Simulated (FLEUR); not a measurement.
# NiO: exchange couplings by hand from total energies

Can a spin model with one coupling foretell the energy of a further order of NiO?

Main program and level: FLEUR MaX-R8.1; PBE with U = 6 eV on Ni d; all-electron FLAPW, Dirac cores, scalar-relativistic bands.

**What experiment says.**

“Observation and resonant x-ray optical interpretation of multi-atom resonant photoemission effects in O 1s emission from NiO” (2006, arxiv:cond-mat/0609101) quotes from earlier work for NiO, rock salt (literature value for NiO): ordering temperature (Neel temperature) 524 K [Literature value cited from another work, not measured on this sample.].

**1. The starting structure**

Symmetry: Fm-3m, No. 225, cubic system. The conventional cell has a = 4.172 Å, b = 4.172 Å, c = 4.172 Å, α = 90.00°, β = 90.00°, γ = 90.00°. Ni has 6 O at 2.09 Å nearest. Nearest to O lie 6 Ni at 2.09 Å. Farther neighbours and most contacts between anions are not listed.

**2. The parallel order**

All energies count from this run. A Hubbard U acts on the open shell, since semilocal functionals spread its electrons too much.

inpgen writes inp.xml from crystal.txt; cutoffs, mixing, functional, smearing and local orbitals are then set in the file. The k list default-1 (kpts.xml, not shown) is a Γ-centred 10×10×10 mesh; where the ranks do not divide the number of points, some are split in two of half the weight.

File inp.xml:

```
<?xml version="1.0" encoding="UTF-8" standalone="no"?>
<fleurInput fleurInputVersion="0.39">
   <comment>
      NiO
   </comment>
   <calculationSetup>
      <cutoffs Kmax="4.32" Gmax="13.0" GmaxXC="13.0" numbands="0"/>
      <scfLoop itmax="120" minDistance="0.0001" maxIterBroyd="15" imix="Anderson" alpha="0.05" precondParam="0.0" spinf="2.0" sdNocoIR="T"/>
      <coreElectrons ctail="T" frcor="F" kcrel="0" coretail_lmax="0"/>
      <xcFunctional name="pbe" relativisticCorrections="F"/>
      <magnetism jspins="2"/>
      <soc l_soc="F" theta="0.0" phi="0.0" spav="F"/>
      <expertModes spex="0" secvar="F"/>
      <geometryOptimization l_f="F" forcealpha="1.0" forcemix="BFGS" epsdisp="0.00001" epsforce="0.00001"/>
      <ldaU l_linMix="F" mixParam="0.05" spinf="1.0"/>
   </calculationSetup>
   <cell>
      <bzIntegration valenceElectrons="24.0" mode="hist" fermiSmearingEnergy="0.00183747">
         <kPointListSelection listName="default-1"/>
         <xi:include xmlns:xi="http://www.w3.org/2001/XInclude" href="kpts.xml"> </xi:include>
      </bzIntegration>
      <xi:include xmlns:xi="http://www.w3.org/2001/XInclude" href="sym.xml"> </xi:include>
      <bulkLattice scale="1.0">
         <bravaisMatrix>
            <row-1>    0.0000000000000000     3.9417828250996005     3.9417828250996005</row-1>
            <row-2>    3.9417828250996005     0.0000000000000000     3.9417828250996005</row-2>
            <row-3>    3.9417828250996005     3.9417828250996005     0.0000000000000000</row-3>
         </bravaisMatrix>
      </bulkLattice>
   </cell>
   <atomSpecies>
      <species name="Nickel (Ni2.000" element="Ni" atomicNumber="28">
         <mtSphere radius="2.46" gridPoints="813" logIncrement="0.015"/>
         <atomicCutoffs lmax="10" lnonsphr="8"/>
         <electronConfig flipSpins="F">
            <coreConfig>(1s1/2) (2s1/2) (2p1/2) (2p3/2)</coreConfig>
            <valenceConfig>(3s1/2) (3p1/2) (3p3/2) (4s1/2) (3d3/2) (3d5/2)</valenceConfig>
            <stateOccupation state="(3d3/2)" spinUp="2.0" spinDown="1.2"/>
            <stateOccupation state="(3d5/2)" spinUp="3.0" spinDown="1.8"/>
         </electronConfig>
         <energyParameters s="4" p="4" d="3" f="4"/>
         <ldaU l="2" U="6.0" J="0.0" l_amf="F"/>
         <lo type="SCLO" l="0" n="3" eDeriv="0"/>
         <lo type="SCLO" l="1" n="3" eDeriv="0"/>
      </species>
      <species name="Oxygen (O)" element="O" atomicNumber="8">
         <mtSphere radius="1.39" gridPoints="461" logIncrement="0.023"/>
         <atomicCutoffs lmax="6" lnonsphr="4"/>
         <electronConfig flipSpins="F">
            <coreConfig>(1s1/2)</coreConfig>
            <valenceConfig>(2s1/2) (2p1/2) (2p3/2)</valenceConfig>
            <stateOccupation state="(2p1/2)" spinUp="0.666667" spinDown="0.666667"/>
            <stateOccupation state="(2p3/2)" spinUp="1.333333" spinDown="1.333333"/>
         </electronConfig>
         <energyParameters s="2" p="2" d="3" f="4"/>
      </species>
   </atomSpecies>
   <atomGroups>
      <atomGroup species="Nickel (Ni2.000">
         <relPos label="                   1">.0000000000 .0000000000 .0000000000</relPos>
         <force calculate="T" relaxXYZ="TTT"/>
      </atomGroup>
      <atomGroup species="Oxygen (O)">
         <relPos label="                   2">1.000/2.000 1.000/2.000 1.000/2.000</relPos>
         <force calculate="T" relaxXYZ="TTT"/>
      </atomGroup>
   </atomGroups>
   <output dos="F" band="F" slice="F">
      <bandDOS minEnergy="-.5*Htr" maxEnergy="0.5*Htr" sigma="0.015" storeEVData="T"/>
      <plotting iplot="0" polar="F">
         <plot TwoD="T" vec1="  1.0  0.0  0.0" vec2="  0.0  1.0  0.0" vec3="  0.0  0.0  1.0" zero="  0.0  0.0  0.0" file="plot"/>
      </plotting>
      <moessbauerParams electricFieldGradient="F" isomerShift="F" coreHyperfine="F" valenceHyperfine="F"/>
   </output>
</fleurInput>
```

File crystal.txt:

```
NiO
&input film=F cartesian=F /
0.00000000000  2.08590164140  2.08590164140
2.08590164140  0.00000000000  2.08590164140
2.08590164140  2.08590164140  0.00000000000
1.8897261246
1.0 1.0 1.0

2
28 0.00000000000  0.00000000000  0.00000000000 : 2.000
8 0.50000000000  0.50000000000  0.50000000000

&kpt div1=10 div2=10 div3=10 gamma=T /
```

Run with:

```bash
> OMP_NUM_THREADS=1 inpgen -f crystal.txt > inpgen.log  # inp.xml is then edited as shown
> OMP_NUM_THREADS=1 mpirun -n 4 fleur_MPI > fleur.log
```

Output:

```text
Welcome to FLEUR        (www.flapw.de)
      MaX-Release 8.1          (www.max-centre.eu)

 ========== k-point set info ==========
 Selected k-point list: default-1
 k-point list type: mesh
 0 x 0 x 0
 Number of k points: 48

 [... set-up left out ...]
 no density matrix found ... skipping LDA+U
 Reset of history
 Iteration:     1   Distance:      30.03136470 me/bohr^3
 Iteration:     2   Distance:      39.44187688 me/bohr^3
 Iteration:     3   Distance:      36.68869006 me/bohr^3
 Iteration:     4   Distance:      20.12572539 me/bohr^3
[...]
[... left out ...]
            <freeEnergy value="-1595.9965303235"/>
            <extrapolationTo0K value="-1595.9965303235"/>
         </totalEnergy>
         [... left out ...]
         <ldaUDensityMatrixConvergence>
            <distance spin="1" distance="0.000000"/>
            <distance spin="2" distance="0.000001"/>
         </ldaUDensityMatrixConvergence>
         <densityConvergence units="me/bohr^3">
            <chargeDensity spin="1" distance="0.0000375026"/>
            <chargeDensity spin="2" distance="0.0000372428"/>
            <overallChargeDensity distance="0.0000493974"/>
            <spinDensity distance="0.0000560968"/>
         </densityConvergence>
      </iteration>
```

Elapsed: 12 s, on 4 MPI ranks of Intel Xeon Platinum 8488C (Sapphire Rapids), shared host; peak memory 0.24 GiB; 49 s of CPU time.

Spin moment in the muffin-tin sphere by atom:

```tsv
atom	spin moment in the muffin-tin sphere (μB)
Ni1	1.79
O2	0.18
```

This step gave:

- free energy: -43429.2780 eV
- program's band gap on this mesh (in a metal only a level spacing): 2.401 eV
- magnetization: 2 μB
- final state: ferromagnetic

After 18 cycles the largest moment stands at 1.79 μB.

**3. The orders used for the fit**

The other orders were run with the same settings, on meshes that hold the same points. Free energies are divided by the number of Ni atoms; q is in fractions of the reciprocal vectors of the first run's cell.

```tsv
order	atoms	mesh	free energy (eV)	eV per Ni	largest moment (μB)
F +	2	10×10×10	-43429.2780	-43429.2780	1.79
AF q=(0,1/2,1/2) +-	4	10×5×10	-86858.5375	-43429.2687	1.80
```

**4. Counting neighbours**

With E = −Σ J e_i·e_j over ordered pairs of unit vectors, turning a neighbour from parallel to opposed costs 2J a Ni atom. So an order lies 2 Σ n J over the parallel one, n being the opposed neighbours in each shell.

```tsv
shell	distance (Å)	neighbours	opposed in AF q=(0,1/2,1/2) +-	opposed in AF q=(0,0,1/2) +-
J1	2.95	12	8	6
J2	4.17	6	0	6
```

Only J1 is kept.

**5. Solving**

```
2 × 8 × J1 = +9.3 meV    (AF q=(0,1/2,1/2) +-)
J1 = +0.58 meV
```

**6. The test**

The couplings now give the orders that were left out:

```
2 × 6 × (+0.58) = +7.0 meV    (AF q=(0,0,1/2) +-)
```

The runs themselves:

```tsv
order	atoms	mesh	free energy (eV)	eV per Ni	largest moment (μB)	over the parallel order (meV)	foretold (meV)
AF q=(0,0,1/2) +-	4	10×10×5	-86858.7265	-43429.3632	1.70	-85.2	+7.0
```

**7. One more shell**

One try is to add the next shell, though changing moments can also cause the miss. Both differences then fix both couplings, and no order is left for a test.

```
2 × 8 × J1 = +9.3 meV    (AF q=(0,1/2,1/2) +-)
2 × 6 × J1 + 2 × 6 × J2 = -85.2 meV    (AF q=(0,0,1/2) +-)
J1 = +0.58 meV
J2 = -7.68 meV
```

**8. Mean-field temperature**

```
gain of AF q=(0,0,1/2) +- over disorder = (12 − 2 × 6) × (+0.58) + (6 − 2 × 6) × (-7.68) = 46.1 meV
T = 2 × 46.1 / (3 × 0.08617) = 357 K
```

**9. Summary of results**

```json
{
  "effective coupling of the reversed pairs, counted on J1 (Ni–Ni at 2.95 Å)": "0.58 meV",
  "largest miss on the orders left out": "92 meV",
  "J1 with two shells": "0.58 meV",
  "J2 with two shells": "-7.68 meV",
  "mean-field ordering temperature": "357 K"
}
```

**Reading.** The model misses the order left out by 92 meV, 108 % of the largest distance from the parallel order, so it fails: these couplings alone don't describe the crystal. With the next shell added the couplings are J1 = +0.58 and J2 = -7.68 meV, untested. The largest moments of the orders differ by 5.5 % of the greatest. One difference fixes one number: it sums all reversed shells and need not be the coupling of the nearest one, even in sign. Mean field overstates the temperature of the model, and classical spins understate it for small quantum spins, by up to the factor (S+1)/S.

Calculation against experiment:

| quantity | measured | PBE with U = 6 eV on Ni d |
| --- | --- | --- |
| ordering temperature (mean field) (K) | 524 | 357 (-32.0 %) |

Measured values from arxiv:cond-mat/0609101 (2006).

**Verdict.** The ordering temperature is off by -32.0 %: a clear miss. No cell relaxation is part of this session.

[Logs and program files are shortened in this print: banners, set-up blocks, solver, clock and traceback lines can be left out without a mark of their own.]

[Logs are printed without paths, hosts, clocks, repeated set-up lines and the standing remarks that a program may print on its own settings, such as how far it seeks lower states.]

[Hosts, paths, dates, database ids (printed as entryN), source tags and the programs' standing remarks are cut or masked in the printed files.]

[Where a cell is said to come from a database of computed structures, the database is the Materials Project.]
